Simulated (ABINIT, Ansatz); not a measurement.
# Tm (P6_3/mmc): from the cell to the phonon bands

Aim: the phonon dispersion of Tm (P6_3/mmc), checked by a second program.

Program: ABINIT 10.8.3. Level of theory: DFT PBE, scalar-relativistic, plane waves, PseudoDojo norm-conserving, 4f in core pseudopotentials. Results are calculated unless marked as measured.

**1. Starting point**

The structure is hexagonal, space group P6_3/mmc (No. 194). The conventional cell has a = 3.538 Å, b = 3.538 Å, c = 5.555 Å, α = 90.00°, β = 90.00°, γ = 120.00°. Tm has 12 Tm at 3.45 to 3.54 Å nearest.

**2. A probe with smearing**

A first run with smearing and empty bands tells whether the crystal has a gap, which decides between fixed occupations and smearing later on.

Contents of probe.abi:

```
# ground state
tolvrs 1.0d-08
prtden 1
prtwf 1

# basis, mesh and filling
ecut 21.0
ngkpt 6 6 4
nshiftk 1
shiftk 0.0 0.0 0.0
istwfk *1
occopt 7
tsmear 0.005
nband 18
nstep 100
diemac 9.0
prtebands 0
prtgsr 0

# cell and atoms
acell 3*1.0 Angstrom
rprim 
    3.5375 0.0 0.0
    -1.76875 3.063564866 0.0
    0.0 0.0 5.5546
ntypat 1
znucl 69
natom 2
typat 1 1
xred 
    1/3 2/3 0.25
    2/3 1/3 0.75
pp_dirpath "./pseudo"
pseudos "Tm.upf"
```

On the command line:

```console
$ OMP_NUM_THREADS=1 mpirun -n 4 abinit probe.abi > probe.log
```

Numbers of over 12 decimals in the logs are rounded to 6 here.

probe.abo, the main output file:

```text
[banners, grids, parts of the stress and lines that vanish by symmetry left out]
- input  file    -> probe.abi
- output file    -> probe.abo
- root for input  files -> probei
[...]
Symmetries : space group P6_3/m m c (#194); Bravais hP (primitive hexag.)
[...]
mpw =        1884          nfft =       40500          nkpt =          21
[...]
== DATASET  1 ==================================================================
[...]
cutoff_energies: {ecut:  21.0, pawecutdg:  -1.0, }
[...]
ETOT  1  -91.680577459421    -9.168E+01 4.749E-02 4.735E+00
 ETOT  2  -91.712178230779    -3.160E-02 4.573E-03 9.980E-02
 ETOT  3  -91.712215944602    -3.771E-05 7.076E-04 1.235E-03
 ETOT  4  -91.712216209218    -2.646E-07 3.369E-04 8.944E-06
 ETOT  5  -91.712216211531    -2.313E-09 3.453E-04 1.807E-07
 ETOT  6  -91.712216211574    -4.319E-11 1.681E-04 4.821E-10
 At SCF step    6       vres2   =  4.82E-10 < tolvrs=  1.00E-08 =>converged.
[...]
sigma(1 1)=  8.29782947E-05  sigma(3 2)=  0.00000000E+00
  sigma(2 2)=  8.29782941E-05  sigma(3 1)=  0.00000000E+00
  sigma(3 3)=  1.20518994E-04  sigma(2 1)=  0.00000000E+00
[...]
convergence: {deltae: -4.319E-11, res2:  4.821E-10, residm:  1.681E-04, diffor: null, }
etotal    :  -9.17122162E+01
[...]
sigma(1 1)=  8.29782947E-05  sigma(3 2)=  0.00000000E+00
  sigma(2 2)=  8.29782941E-05  sigma(3 1)=  0.00000000E+00
  sigma(3 3)=  1.20518994E-04  sigma(2 1)=  0.00000000E+00
[...]
- sigma(1 1)=  2.44130571E+00  sigma(3 2)=  0.00000000E+00
- sigma(2 2)=  2.44130570E+00  sigma(3 1)=  0.00000000E+00
- sigma(3 3)=  3.54579122E+00  sigma(2 1)=  0.00000000E+00
[...]
fcart     -1.6111790679E-28 -9.3021466853E-29 -0.0000000000E+00
           strten      8.2978294667E-05  8.2978294115E-05  1.2051899398E-04
================================================================================

[key lines of the parts left out:]
pressure_GPa:  -2.8095E+00
```

The job ended after 6 s (4 MPI ranks of Arm Neoverse V2, shared host; 22 s of CPU time).

This step gave:

```yaml
volume_per_atom: 30.10 Å³
pressure: -2.809 GPa
gap_on_the_k_mesh: 0 eV
```

No gap opens on this mesh, so smearing is kept; the printed pressure holds the stress of the finite basis too.

**3. Relaxing the cell and atoms**

The harmonic expansion needs vanishing forces, and a free crystal bears no stress, so cell and atoms are brought to rest. Stress is more sensitive to the basis than forces are: the last 3 Ha under the cutoff are smoothed with ecutsm, and the cutoff is raised above that of the later runs.

Contents of relax.abi:

```
# relaxation
ionmov 2
optcell 2
dilatmx 1.08
ntime 40
tolmxf 1.0d-05
tolvrs 1.0d-14
prtwf 0
prtden 0
chksymtnons 0

# basis, mesh and filling
ecut 27.0
ecutsm 3.0
ngkpt 9 9 6
nshiftk 1
shiftk 0.0 0.0 0.0
istwfk *1
occopt 7
tsmear 0.01
nband 18
nstep 100
diemac 1000000.0
prtebands 0
prtgsr 0

# cell and atoms
acell 3*1.0 Angstrom
rprim 
    3.5375 0.0 0.0
    -1.76875 3.063564866 0.0
    0.0 0.0 5.5546
ntypat 1
znucl 69
natom 2
typat 1 1
xred 
    1/3 2/3 0.25
    2/3 1/3 0.75
pp_dirpath "./pseudo"
pseudos "Tm.upf"
```

On the command line:

```console
$ OMP_NUM_THREADS=1 mpirun -n 4 abinit relax.abi > relax.log
```

relax.abo, the main output file:

```text
[banners, grids, parts of the stress and lines that vanish by symmetry left out]
- input  file    -> relax.abi
- output file    -> relax.abo
- root for input  files -> relaxi
[...]
Symmetries : space group P6_3/m m c (#194); Bravais hP (primitive hexag.)
[...]
mpw =        3471          nfft =       69984          nkpt =          48
[...]
== DATASET  1 ==================================================================
[...]
cutoff_energies: {ecut:  27.0, pawecutdg:  -1.0, }
[...]
ETOT  1  -91.680986980433    -9.168E+01 5.076E-02 7.323E+00
 ETOT  2  -91.718241129926    -3.725E-02 5.764E-03 8.487E-02
 ETOT  3  -91.718258482164    -1.735E-05 1.290E-03 3.912E-03
 ETOT  4  -91.718259030287    -5.481E-07 5.739E-04 2.805E-05
 ETOT  5  -91.718259033251    -2.964E-09 3.124E-04 3.877E-07
[...]
At SCF step    9       vres2   =  7.59E-15 < tolvrs=  1.00E-14 =>converged.
[...]
sigma(1 1)= -3.18912430E-06  sigma(3 2)=  0.00000000E+00
  sigma(2 2)= -3.18912484E-06  sigma(3 1)=  0.00000000E+00
  sigma(3 3)=  9.49829881E-06  sigma(2 1)=  0.00000000E+00
[...]
convergence: {deltae:  9.095E-13, res2:  7.590E-15, residm:  1.127E-04, diffor: null, }
etotal    :  -9.17182590E+01
[...]
ETOT  1  -91.718260055029    -9.172E+01 2.136E-03 1.328E-03
[...]
At SCF step    7       vres2   =  9.93E-15 < tolvrs=  1.00E-14 =>converged.
[...]
sigma(1 1)= -3.04446542E-06  sigma(3 2)=  0.00000000E+00
  sigma(2 2)= -3.04446597E-06  sigma(3 1)=  0.00000000E+00
  sigma(3 3)=  8.79781362E-06  sigma(2 1)=  0.00000000E+00
[...]
convergence: {deltae: -3.979E-13, res2:  9.931E-15, residm:  2.360E-05, diffor: null, }
etotal    :  -9.17182603E+01
[...]
ETOT  1  -91.718217985787    -9.172E+01 5.547E-02 2.402E-01
[...]
At SCF step    9       vres2   =  9.04E-17 < tolvrs=  1.00E-14 =>converged.
[...]
sigma(1 1)= -9.38557144E-07  sigma(3 2)=  0.00000000E+00
  sigma(2 2)= -9.38557690E-07  sigma(3 1)=  0.00000000E+00
  sigma(3 3)= -7.15105617E-07  sigma(2 1)=  0.00000000E+00
[...]
convergence: {deltae:  1.705E-13, res2:  9.042E-17, residm:  9.266E-07, diffor: null, }
etotal    :  -9.17182688E+01
[...]
ETOT  1  -91.718268845237    -9.172E+01 4.423E-07 1.738E-04
[...]
At SCF step    7       vres2   =  4.74E-16 < tolvrs=  1.00E-14 =>converged.
[...]
sigma(1 1)= -8.23737926E-07  sigma(3 2)=  0.00000000E+00
  sigma(2 2)= -8.23738473E-07  sigma(3 1)=  0.00000000E+00
  sigma(3 3)= -5.69554208E-07  sigma(2 1)=  0.00000000E+00
[...]
convergence: {deltae:  8.100E-13, res2:  4.742E-16, residm:  1.163E-06, diffor: null, }
etotal    :  -9.17182689E+01
[...]
ETOT  1  -91.718268144024    -9.172E+01 1.039E-06 5.703E-03
[...]
ETOT  7  -91.718268946037    -3.126E-13 1.529E-07 1.372E-14
 ETOT  8  -91.718268946036     2.984E-13 9.909E-07 3.921E-16
 At SCF step    8       vres2   =  3.92E-16 < tolvrs=  1.00E-14 =>converged.
[...]
sigma(1 1)= -2.35453073E-08  sigma(3 2)=  0.00000000E+00
  sigma(2 2)= -2.35458531E-08  sigma(3 1)=  0.00000000E+00
  sigma(3 3)=  2.72813761E-08  sigma(2 1)=  0.00000000E+00
[...]
convergence: {deltae:  2.984E-13, res2:  3.921E-16, residm:  9.909E-07, diffor: null, }
etotal    :  -9.17182689E+01
[...]
At Broyd/MD step   5, gradients are converged :
[...]
sigma(1 1)= -2.35453073E-08  sigma(3 2)=  0.00000000E+00
  sigma(2 2)= -2.35458531E-08  sigma(3 1)=  0.00000000E+00
  sigma(3 3)=  2.72813761E-08  sigma(2 1)=  0.00000000E+00
[...]
- sigma(1 1)= -6.92726856E-04  sigma(3 2)=  0.00000000E+00
- sigma(2 2)= -6.92742915E-04  sigma(3 1)=  0.00000000E+00
- sigma(3 3)=  8.02645797E-04  sigma(2 1)=  0.00000000E+00
[...]
fcart      4.0213494853E-29 -2.3217272077E-29  1.0060711042E-31
           strten     -2.3545307252E-08 -2.3545853103E-08  2.7281376129E-08
================================================================================

[key lines of the parts left out:]
pressure_GPa:   1.9427E-04
Total energy (etotal) [Ha]= -9.17182689460364E+01
```

Wall time 79 s (4 MPI ranks).

Relaxation path:

| step | energy less that of the first step (eV) | largest force (eV/Å) | volume (Å³) |
| --- | --- | --- | --- |
| 1 | 0.0000 | 0.0000 | 60.20 |
| 2 | 0.0000 | 0.0000 | 60.19 |
| 3 | -0.0003 | 0.0000 | 60.12 |
| 4 | -0.0003 | 0.0000 | 60.12 |
| 5 | -0.0003 | 0.0000 | 60.15 |

| conventional cell, symmetrised | before | after | change |
| --- | --- | --- | --- |
| a (Å) | 3.538 | 3.543 | +0.2 % |
| b (Å) | 3.538 | 3.543 | +0.2 % |
| c (Å) | 5.555 | 5.532 | -0.4 % |
| volume (Å³/atom) | 30.10 | 30.08 | -0.1 % |

The relaxed structure:

```cif
data_structure
_symmetry_space_group_name_H-M 'P 1'
_symmetry_Int_Tables_number 1
_cell_length_a 3.5433
_cell_length_b 3.5433
_cell_length_c 5.5324
_cell_angle_alpha 90.000
_cell_angle_beta 90.000
_cell_angle_gamma 120.000
_cell_volume 60.15
loop_
_atom_site_label
_atom_site_type_symbol
_atom_site_fract_x
_atom_site_fract_y
_atom_site_fract_z
_atom_site_occupancy
Tm1 Tm 0.33333 0.66667 0.25000 1
Tm2 Tm 0.66667 0.33333 0.75000 1
```

Numbers from this step:

- volume per atom: 30.08 Å³
- pressure: 1.94e-4 GPa

The volume changes by -0.1 % in this run and stands -0.1 % from the first cell.

**4. Self-consistent run for the response**

First-order wavefunctions inherit every error of the ground state, hence the very tight tolvrs. Smearing stays on, as the first look found no gap above 0.3 eV.

Contents of gs.abi:

```
# ground state
tolvrs 1.0d-16
prtden 1
prtwf 1

# basis, mesh and filling
ecut 21.0
ngkpt 9 9 6
nshiftk 1
shiftk 0.0 0.0 0.0
istwfk *1
occopt 7
tsmear 0.01
nband 18
nstep 100
diemac 1000000.0
prtebands 0
prtgsr 0

# cell and atoms
acell 3*1.0 Angstrom
rprim 
    3.543304292 0.0 0.0
    -1.771652146 3.06859153 0.0
    0.0 0.0 5.532375222
ntypat 1
znucl 69
natom 2
typat 1 1
xred 
    1/3 2/3 0.25
    2/3 1/3 0.75
pp_dirpath "./pseudo"
pseudos "Tm.upf"
```

On the command line:

```console
$ OMP_NUM_THREADS=1 mpirun -n 4 abinit gs.abi > gs.log
```

gs.abo, the main output file:

```text
[banners, grids, parts of the stress and lines that vanish by symmetry left out]
- input  file    -> gs.abi
- output file    -> gs.abo
- root for input  files -> gsi
[...]
Symmetries : space group P6_3/m m c (#194); Bravais hP (primitive hexag.)
[...]
mpw =        1879          nfft =       40500          nkpt =          48
[...]
== DATASET  1 ==================================================================
[...]
cutoff_energies: {ecut:  21.0, pawecutdg:  -1.0, }
[...]
ETOT  1  -91.677821877885    -9.168E+01 4.645E-02 4.939E+00
 ETOT  2  -91.713289326590    -3.547E-02 5.591E-03 7.626E-02
 ETOT  3  -91.713320662062    -3.134E-05 2.333E-03 8.696E-04
 ETOT  4  -91.713320839484    -1.774E-07 1.165E-03 1.211E-05
 ETOT  5  -91.713320842734    -3.250E-09 1.361E-03 1.675E-07
[...]
ETOT 11  -91.713320842776    -2.274E-13 1.339E-04 3.163E-16
 ETOT 12  -91.713320842775     1.123E-12 1.212E-04 2.903E-18
 At SCF step   12       vres2   =  2.90E-18 < tolvrs=  1.00E-16 =>converged.
[...]
sigma(1 1)=  9.26745573E-05  sigma(3 2)=  0.00000000E+00
  sigma(2 2)=  9.26745584E-05  sigma(3 1)=  0.00000000E+00
  sigma(3 3)=  9.26564327E-05  sigma(2 1)=  0.00000000E+00
[...]
convergence: {deltae:  1.123E-12, res2:  2.903E-18, residm:  1.212E-04, diffor: null, }
etotal    :  -9.17133208E+01
[...]
sigma(1 1)=  9.26745573E-05  sigma(3 2)=  0.00000000E+00
  sigma(2 2)=  9.26745584E-05  sigma(3 1)=  0.00000000E+00
  sigma(3 3)=  9.26564327E-05  sigma(2 1)=  0.00000000E+00
[...]
- sigma(1 1)=  2.72657961E+00  sigma(3 2)=  0.00000000E+00
- sigma(2 2)=  2.72657964E+00  sigma(3 1)=  0.00000000E+00
- sigma(3 3)=  2.72604637E+00  sigma(2 1)=  0.00000000E+00
[...]
fcart     -1.6085397931E-28 -2.7860726478E-28 -0.0000000000E+00
           strten      9.2674557319E-05  9.2674558350E-05  9.2656432682E-05
================================================================================

[key lines of the parts left out:]
pressure_GPa:  -2.7264E+00
```

It took 15 s on 4 MPI ranks; 60 s of CPU time.

This step gave:

* pressure: -2.726 GPa

The cell stands at -2.7 GPa: the relaxation ran with a smoothed and higher cutoff, and the difference is a stress of the finite basis.

(Continued in part 2 of 4.)

[Host names and launcher messages were left out of these logs when they were recorded.]

[Logs are printed without paths, hosts, clocks, repeated set-up lines and the standing remarks that a program may print on its own settings, such as how far it seeks lower states.]

[Hosts, paths, dates, database ids (printed as entryN), source tags and the programs' standing remarks are cut or masked in the printed files.]
